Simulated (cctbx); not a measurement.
# CaYIn: as given, inverted or twinned?

Space group P-62m (no. 189), a = 7.9410 Å, b = 7.9410 Å, c = 4.8890 Å, α = 90.00°, β = 90.00°, γ = 120.00°.

| atom | mult. | x | y | z | Ueq (Å²) |
| --- | --- | --- | --- | --- | --- |
| In1 | 1 | 0 | 0 | 0 | 0.0038 |
| In2 | 2 | 2/3 | 1/3 | 1/2 | 0.0048 |
| Y1 | 3 | 0 | 0.5640 | 0 | 0.0020 |
| Ca1 | 3 | 0.2436 | 0 | 1/2 | 0.0030 |

The model is made up (kin elements in a known structure type, no relaxation), so it says nothing on whether the phase exists.

Data sets are simulated with cctbx and refined with Bijvoet mates kept apart; Flack x is then fitted as the share of an inverted twin with the atoms fixed, Hooft y from the Bijvoet differences. The group is acentric but holds improper operations, so there is an absolute structure (orientation) and no hand.

Untwinned crystal. What Flack and Hooft values should come out?

```
  λ (Å)  extinction (unmodelled)  d min (Å)  top counts  error (%)     model      R1  Flack x   s.u.  Hooft y   s.u.  pairs
0.71073                      0.3       0.77        5000          6  as given  0.0160    0.000  0.012    0.004  0.011    104
0.71073                      0.3       0.77        5000          6  inverted  0.0815    0.994  0.015    1.026  0.012    104
1.54184                        0       0.83       40000        1.5  as given  0.0043    0.016   0.01    0.011  0.006     81
```

With Mo Kα, x is within 3 s.u. of 0, so the absolute structure is right. With Cu Kα, x is within 3 s.u. of 0, so the absolute structure is right. Inverting the model turns x into about 1 − x.

A further crystal gives:

| λ (Å) | extinction (unmodelled) | d min (Å) | top counts | error (%) | model | R1 | Flack x | s.u. | Hooft y | s.u. | pairs |
| --- | --- | --- | --- | --- | --- | --- | --- | --- | --- | --- | --- |
| 0.7749 | 0.1 | 0.77 | 20000 | 2 | as given | 0.0091 | 0.38 | 0.05 | 0.305 | 0.027 | 104 |

**Question.** What is it?

It was simulated as an inversion twin with a fraction 0.3 of the inverted domain. Flack x is over 3 s.u. from both 0 and 1 and reads that fraction.

[Logs are printed without paths, hosts, clocks, repeated set-up lines and the standing remarks that a program may print on its own settings, such as how far it seeks lower states.]
